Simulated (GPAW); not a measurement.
# Li/Rh(100): work function by functional and basis, part 2 of 2

How far do functional and basis move the work function of Li/Rh(100)?

GPAW 26.7.0; GPAW, PAW setups; slab in vacuum, relaxation (the session's first sound run).

So far, upper work function (eV): step 2 (relaxing the atoms, PBE, GPAW) 2.91; step 4 (self-consistent run: xc = "RPBE") 2.84; step 5 (self-consistent run: xc = "LDA") 3.02; step 6 (OptPBE vdW: xc = "optPBE-vdW", GPAW, PAW setups, GPAW) 3.06; step 7 (self-consistent run: xc = "vdW-DF2", GPAW, PAW setups, GPAW) 3.14.

**8. Self-consistent run: xc = "revPBE"**

The same geometry under revPBE, to see how far the functional moves the levels against the vacuum.

File run.py:

```python
import json
import numpy as np
from ase import Atoms
from gpaw import GPAW, PW

slab = Atoms(
    ['Rh', 'Rh', 'Rh', 'Rh', 'Li'],
    positions=[
        [1.34350, 1.34350, 9.00000],
        [0.00000, 0.00000, 10.90000],
        [1.34350, 1.34350, 12.85680],
        [-0.00000, 0.00000, 14.75604],
        [1.34350, 1.34350, 16.55590]],
    cell=[[2.68701, 0.0, 0.0], [0.0, 2.68701, 0.0], [0.0, 0.0, 25.8041]],
    pbc=[True, True, False])

slab.calc = GPAW(mode=PW(400), xc='revPBE', kpts={'size': (12, 12, 1), 'gamma': True},
                 occupations={'name': 'fermi-dirac', 'width': 0.1}, nbands='300%',
                 convergence={'density': 1e-05}, maxiter=200,
                 poissonsolver={'dipolelayer': 'xy'},
                 symmetry={'tolerance': 1e-3}, txt='slab.txt')
result = {}
energy = slab.get_potential_energy()
fermi = slab.calc.get_fermi_level()
v = slab.calc.get_electrostatic_potential().mean((0, 1)) - fermi
n = slab.calc.get_pseudo_density().mean((0, 1))
L = slab.cell[2, 2]
z = np.arange(len(v)) * L / len(v)
low, high = slab.positions[:, 2].min(), slab.positions[:, 2].max()
below, above = np.interp([low - 6.8, high + 6.8], z, v)
slopes = [np.interp(x, z, np.gradient(v, z)) for x in (low - 6.8, high + 6.8)]
eps = np.array([[slab.calc.get_eigenvalues(k, s) for k in range(len(slab.calc.get_ibz_k_points()))]
                for s in range(slab.calc.get_number_of_spins())]) - fermi
top, bottom = eps[eps < 0].max(), eps[eps > 0].min()
dipole = slab.get_dipole_moment()[2]
print(f'energy {energy:.4f} eV, Fermi level {fermi:.4f} eV, dipole {dipole:.5f} e A')
print(f'potential 6.8 A off the faces, from the Fermi level: lower {below:.4f} eV, upper {above:.4f} eV')
print(f'slope of the potential there: lower {slopes[0]:.5f}, upper {slopes[1]:.5f} eV/A')
print(f'nearest levels on the mesh: {top:.4f} and {bottom:.4f} eV')
print('magnetic moment', round(slab.get_magnetic_moment(), 3))
result.update(energy=energy, fermi=fermi, dipole=dipole, below=below, above=above, slopes=slopes, edges=[top, bottom],
              z=z.tolist(), v=v.tolist(), n=n.tolist(), positions=slab.positions.tolist(),
              forces=slab.get_forces(apply_constraint=False).tolist(), moments=slab.get_magnetic_moments().tolist())
json.dump(result, open('result.json', 'w'))
```

On the command line:

```bash
OMP_NUM_THREADS=1 OPENBLAS_NUM_THREADS=1 python run.py
```

The program printed:

```text
energy -27.7704 eV, Fermi level 1.1650 eV, dipole 0.08225 e A
potential 6.8 A off the faces, from the Fermi level: lower 4.8991 eV, upper 2.8364 eV
slope of the potential there: lower -0.00006, upper 0.00003 eV/A
nearest levels on the mesh: -0.0001 and 0.0077 eV
magnetic moment 0.0
```

The job ended after 6.5 min (1 thread of Arm Neoverse V1, shared host; peak memory 0.33 GiB).

This step gave:

```
dipole along the normal                    : 0.08225 e·Å
levels nearest the Fermi level on the mesh : -6.23e-5, 0.007654 eV from the Fermi level
upper work function                        : 2.836 eV
lower work function                        : 4.899 eV
```

The upper face's work function is 2.836 eV, against 2.911 eV in the first plane-wave PBE run at this geometry.

**9. Real-space grid: mode = "fd"**

A real-space grid is a second complete basis, so it checks the plane-wave result.

run.py: that of step 8 with these lines changed.

```diff
@@ -3,3 +3,3 @@
 from ase import Atoms
-from gpaw import GPAW, PW
+from gpaw import GPAW
 
@@ -16,3 +16,3 @@
 
-slab.calc = GPAW(mode=PW(400), xc='revPBE', kpts={'size': (12, 12, 1), 'gamma': True},
+slab.calc = GPAW(mode='fd', h=0.18, xc='PBE', kpts={'size': (12, 12, 1), 'gamma': True},
                  occupations={'name': 'fermi-dirac', 'width': 0.1}, nbands='300%',
```

The program printed:

```text
energy -30.0542 eV, Fermi level -3.9814 eV, dipole 0.08539 e A
potential 6.8 A off the faces, from the Fermi level: lower 5.0514 eV, upper 2.9113 eV
slope of the potential there: lower -0.00000, upper 0.00009 eV/A
nearest levels on the mesh: -0.0094 and 0.0024 eV
magnetic moment 0.0
```

Wall time 48 min (1 thread); peak memory 2.1 GiB.

This step gave:

| Property | Result |
| --- | --- |
| dipole along the normal | 0.08539 e·Å |
| levels nearest the Fermi level on the mesh | -0.009410, 0.002427 eV from the Fermi level |
| upper work function | 2.911 eV |
| lower work function | 5.051 eV |

The upper face's work function is 2.911 eV, against 2.911 eV in the first plane-wave PBE run at this geometry.

**10. Atomic orbitals: mode = "lcao"**

Atom-centred orbitals end a few angstrom from the surface, which tests how much the density's tail matters.

run.py: that of step 9 with these lines changed.

```diff
@@ -16,4 +16,4 @@
 
-slab.calc = GPAW(mode='fd', h=0.18, xc='PBE', kpts={'size': (12, 12, 1), 'gamma': True},
-                 occupations={'name': 'fermi-dirac', 'width': 0.1}, nbands='300%',
+slab.calc = GPAW(mode='lcao', basis='dzp', h=0.18, xc='PBE', kpts={'size': (12, 12, 1), 'gamma': True},
+                 occupations={'name': 'fermi-dirac', 'width': 0.1}, nbands='120%',
                  convergence={'density': 1e-05}, maxiter=200,
```

The program printed:

```text
energy -28.5473 eV, Fermi level -3.9092 eV, dipole 0.09274 e A
potential 6.8 A off the faces, from the Fermi level: lower 5.0714 eV, upper 2.7470 eV
slope of the potential there: lower -0.00000, upper -0.00000 eV/A
nearest levels on the mesh: -0.0034 and 0.0112 eV
magnetic moment 0.0
```

Run time: 39 min. Hardware: 1 thread; peak memory 0.44 GiB.

Numbers from this step:

```yaml
dipole_along_the_normal: 0.09274 e·Å
levels_nearest_the_fermi_level_on_the_mesh: -0.003376, 0.01124 eV from the Fermi level
upper_work_function: 2.747 eV
lower_work_function: 5.071 eV
```

Electrostatic potential energy of an electron (without an applied field's), less the Fermi level, planar mean against z:

```csv
z (Å),"electrostatic potential energy of an electron (without an applied field's), less the Fermi level, planar mean (eV)"
0.0,3.91
0.5,5.07
1.0,5.07
1.5,5.07
2.0,5.07
2.5,5.07
3.0,5.07
3.5,5.07
4.0,5.07
4.5,5.07
5.0,5.07
5.5,5.06
6.0,5.05
6.5,4.99
7.0,4.79
7.5,4.06
8.0,1.20
8.5,-9.30
9.0,-21.6
9.5,-9.90
10.0,-2.97
10.5,-13.4
11.0,-21.3
11.5,-7.31
12.0,-2.86
12.5,-14.7
13.0,-20.7
13.5,-6.48
14.0,-4.26
14.5,-17.6
15.0,-17.8
15.5,-3.40
16.0,-0.472
16.5,-3.30
17.0,-1.70
17.5,0.722
18.0,1.92
18.5,2.44
19.0,2.65
19.5,2.72
20.0,2.74
20.5,2.75
21.0,2.75
21.5,2.75
22.0,2.75
22.5,2.75
23.0,2.75
23.5,2.75
24.0,2.75
24.5,2.75
25.0,2.75
25.5,2.75
```

The upper face's work function is 2.747 eV, against 2.911 eV in the first plane-wave PBE run at this geometry.

**11. Cost and result by level**

Times are for 1 thread of Arm Neoverse V1, shared host. Results by setting:

```csv
no.,run,upper work function (eV),lower work function (eV),time,memory (GiB)
1,pw,2.911,5.052,6.2 min,0.33
2,RPBE,2.838,4.876,6.1 min,0.32
3,LDA,3.024,5.431,5.6 min,0.33
4,optPBE vdW,3.061,5.226,6.1 min,0.45
5,vdW DF2,3.141,5.404,13 min,0.45
6,revPBE,2.836,4.899,6.5 min,0.33
7,fd,2.911,5.051,48 min,2.1
8,lcao,2.747,5.071,39 min,0.44
```

**12. Side by side**

Results and costs are gathered.

This step: comparison of work functions, dipole and cost (GPAW 26.7.0).

Ladder, by row:

```csv
step,code,"work function, upper (eV)","work function, lower (eV)",dipole (e Å),wall time (s),peak memory (GiB),threads
pw,GPAW,2.911,5.052,0.08537,371.6,0.33,1
RPBE,GPAW,2.838,4.876,0.08126,366.3,0.32,1
LDA,GPAW,3.024,5.431,0.09599,337.6,0.33,1
optPBE-vdW,GPAW,3.061,5.226,0.08634,364,0.45,1
vdW-DF2,GPAW,3.141,5.404,0.09022,803,0.45,1
revPBE,GPAW,2.836,4.899,0.08225,391.2,0.33,1
fd,GPAW,2.911,5.051,0.08539,2889,2.1,1
lcao,GPAW,2.747,5.071,0.09274,2360,0.44,1
```

**13. A changed run**

One more run, with changed settings.

This step: GPAW, PAW setups; slab in vacuum (GPAW 26.7.0).

run.py: that of step 10 with these lines changed.

```diff
@@ -3,3 +3,3 @@
 from ase import Atoms
-from gpaw import GPAW
+from gpaw import GPAW, PW
 
@@ -16,5 +16,5 @@
 
-slab.calc = GPAW(mode='lcao', basis='dzp', h=0.18, xc='PBE', kpts={'size': (12, 12, 1), 'gamma': True},
-                 occupations={'name': 'fermi-dirac', 'width': 0.1}, nbands='120%',
-                 convergence={'density': 1e-05}, maxiter=200,
+slab.calc = GPAW(mode=PW(400), xc='PBE', kpts={'size': (12, 12, 1), 'gamma': True},
+                 occupations={'name': 'fermi-dirac', 'width': 0.1}, nbands='100%',
+                 convergence={'density': 1e-05}, maxiter=75,
                  poissonsolver={'dipolelayer': 'xy'},
```

The program printed:

```text
energy -29.6013 eV, Fermi level 1.4790 eV, dipole 0.08800 e A
potential 6.8 A off the faces, from the Fermi level: lower 4.6136 eV, upper 2.4067 eV
slope of the potential there: lower -0.00006, upper 0.00002 eV/A
nearest levels on the mesh: -0.0120 and 0.0053 eV
magnetic moment 0.0
```

It took 4.1 min on 1 thread; peak memory 0.23 GiB.

The run finished. A setting was moved off its sound value on purpose, so it serves as a test and not as the result.

The fault put into the input: too few bands (nbands = "100 % of the filled bands").

The two runs compared:

```csv
quantity,this run,sound run,difference
dipole along the normal (e·Å),0.088004,0.085375,0.00263
upper work function (eV),2.4067,2.9114,-0.505
lower work function (eV),4.6136,5.0524,-0.439
```

The two runs differ clearly in the upper work function: 2.41 eV against 2.91 eV.

**14. Outcome**

```yaml
work_function_upper_and_lower_face: 2.911 and 5.052 eV
dipole_along_the_normal: 0.0854 e Å
```

With plane waves and PBE the work function is 2.91 eV on the upper face and 5.05 eV on the lower. The two faces differ by 2.1 eV, the step that the slab's dipole makes (e p/(ε0 A) gives 2.1 eV), so the dipole layer is needed. Over the sound runs of the table the upper face's work function spans 2.747 (lcao) to 3.141 eV (vdW-DF2). Atomic orbitals miss the plane-wave value by -0.16 eV, since they describe the tail of the density in the vacuum poorly. The cell of 7.22 Å² holds one Li, started on one chosen site; other sites and coverages weren't tried. The in-plane lattice was kept as typed, which isn't the functional's own and leaves some strain; spin-orbit coupling and temperature are left out.

[Logs are printed without paths, hosts, clocks, repeated set-up lines and the standing remarks that a program may print on its own settings, such as how far it seeks lower states.]

[Hosts, paths, dates, database ids (printed as entryN), source tags and the programs' standing remarks are cut or masked in the printed files.]
